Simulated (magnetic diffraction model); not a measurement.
# Solving a magnetic structure from powder neutron data: Tl₂VFe₃S₈

Space group Cmc2_1 (no. 36), a = 7.7120 Å, b = 13.1610 Å, c = 12.3640 Å.

| site | atom | x | y | z |
| --- | --- | --- | --- | --- |
| 4a | Tl | 1/2 | 0.1677 | 0.4014 |
| 4a | Tl | 1/2 | 0.5004 | 0.4896 |
| 8b | Fe | 0.7391 | 0.0928 | 0.7169 |
| 4a | Fe | 1/2 | 0.3237 | 0.7124 |
| 4a | V | 1/2 | 0.1665 | 0.0008 |
| 8b | S | 0.7447 | 0.0889 | 0.0922 |
| 8b | S | 0.7229 | 0.2427 | 0.8417 |
| 4a | S | 1/2 | 0.3275 | 0.0928 |
| 4a | S | 1/2 | 0.1641 | 0.6100 |
| 4a | S | 1/2 | 0.0244 | 0.8502 |
| 4a | S | 1/2 | 0.4972 | 0.7963 |

This is a made-up structure (elements placed in a structure type, unrelaxed), so the numbers test the method and describe no known phase.

Only Fe is taken to order (form factors of Fe3+); orders and moment sizes are assumed, and not adapted to the symmetry. Radiation: neutrons of λ = 2.41 Å, 3° to 40°; isotropic B of 0.4 Å² (Tl), 0.69 Å² (Fe), 0.65 Å² (V) and 1.03 Å² (S). The intensities are simulated: I ∝ L Σ (|F_N|² + |F_M⊥|²) for unpolarised neutrons, with F_M = 2.695 fm/μB × Σ f(s) S exp(2πi Q·r) exp(−B s²) at Q = H ± k (one set where k and −k are equivalent), only the part normal to Q counting and L = 1/(sin²θ cos θ). For collinear order S is the moment m, which repeats by lattice and centring translations R with the sign exp(−2πi k·R). Form factors are spin-only for 3d ions and dipole or tabulated for f ions, scattering lengths are Sears's of 1992, and absorption is left out. A label names one of the reflections at its angle. The strongest nuclear line in the range is 100, and lines under 0.2 are left out.

Above the ordering temperature:

```tsv
2θ (°)	index	I
20.87	(1 1 0)	39.5
21.10	(0 2 0)	11.2
22.48	(0 0 2)	83.6
23.74	(1 1 1)	100.0
23.94	(0 2 1)	50.2
30.86	(1 1 2)	26.0
31.02	(0 2 2)	13.4
36.42	(2 0 0)	8.4
36.84	(1 3 0)	17.7
```

Below it (cell unchanged):

| 2θ (°) | I |
| --- | --- |
| 5.59 | 154.7 |
| 16.81 | 16.4 |
| 20.87 | 39.5 |
| 21.10 | 11.2 |
| 21.62 | 41.3 |
| 21.85 | 200.8 |
| 22.48 | 83.6 |
| 23.74 | 100.0 |
| 23.94 | 50.2 |
| 26.92 | 34.9 |
| 27.10 | 39.9 |
| 28.20 | 5.4 |
| 30.86 | 26.0 |
| 31.02 | 13.4 |
| 35.35 | 9.8 |
| 35.49 | 84.9 |
| 36.42 | 8.4 |
| 36.84 | 17.7 |
| 36.88 | 70.9 |
| 37.30 | 11.5 |
| 39.89 | 2.4 |

**Question.** Find the propagation vector, then choose among these models:
A. collinear moments along [101], 3.83 μB on Fe; signs + at (0.7391, 0.0928, 0.7169), + at (1/2, 0.3237, 0.7124), − at (0.2609, 0.0928, 0.7169), + at (0.7391, 0.9072, 0.2169), + at (1/2, 0.6763, 0.2124), − at (0.2609, 0.9072, 0.2169)
B. collinear moments along [111], 3.83 μB on Fe; signs + at (0.7391, 0.0928, 0.7169), + at (1/2, 0.3237, 0.7124), − at (0.2609, 0.0928, 0.7169), + at (0.7391, 0.9072, 0.2169), + at (1/2, 0.6763, 0.2124), − at (0.2609, 0.9072, 0.2169)
C. collinear moments along [111], 3.83 μB on Fe; signs + at (0.7391, 0.0928, 0.7169), − at (1/2, 0.3237, 0.7124), + at (0.2609, 0.0928, 0.7169), + at (0.7391, 0.9072, 0.2169), − at (1/2, 0.6763, 0.2124), + at (0.2609, 0.9072, 0.2169)
D. collinear moments along [101], 3.83 μB on Fe; signs + at (0.7391, 0.0928, 0.7169), − at (1/2, 0.3237, 0.7124), + at (0.2609, 0.0928, 0.7169), + at (0.7391, 0.9072, 0.2169), − at (1/2, 0.6763, 0.2124), + at (0.2609, 0.9072, 0.2169)

The new lines index as (0 0 1/2) at 5.59°, (0 0 3/2) at 16.81°, (1 1 1/2) at 21.62° and (0 2 1/2) at 21.85°, that is as H ± k with k = (0 0 3/2). Half indices mean that the moments reverse under translations with k·R a half-integer, and the magnetic cell has twice the primitive volume.

Magnetic intensity, observed (below minus above) and for each model:

| 2θ (°) | index | observed | A | B | C | D |
| --- | --- | --- | --- | --- | --- | --- |
| 5.59 | (0 0 1/2) | 154.7 | 71.8 | 154.7 | 154.7 | 71.8 |
| 21.62 | (1 1 1/2) | 41.3 | 239.9 | 259.6 | 41.3 | 47.5 |
| 21.85 | (0 2 1/2) | 200.8 | 29.6 | 23.5 | 200.8 | 263.1 |
| 26.92 | (1 1 -3/2) | 34.9 | 115.9 | 115.2 | 34.9 | 22.9 |
| 27.10 | (0 2 3/2) | 39.9 | 13.9 | 3.4 | 39.9 | 123.8 |
| 35.35 | (1 1 5/2) | 9.8 | 48.7 | 81.6 | 9.8 | 9.6 |
| 35.49 | (0 2 5/2) | 84.9 | 5.6 | 10.1 | 84.9 | 49.9 |
| 37.30 | (1 3 1/2) | 11.5 | 84.4 | 53.5 | 11.5 | 18.9 |

Model C matches.

The structure used: k = (0 0 3/2), collinear moments along [111], 3.83 μB on Fe; signs + at (0.7391, 0.0928, 0.7169), − at (1/2, 0.3237, 0.7124), + at (0.2609, 0.0928, 0.7169), + at (0.7391, 0.9072, 0.2169), − at (1/2, 0.6763, 0.2124), + at (0.2609, 0.9072, 0.2169).

[Logs are printed without paths, hosts, clocks, repeated set-up lines and the standing remarks that a program may print on its own settings, such as how far it seeks lower states.]
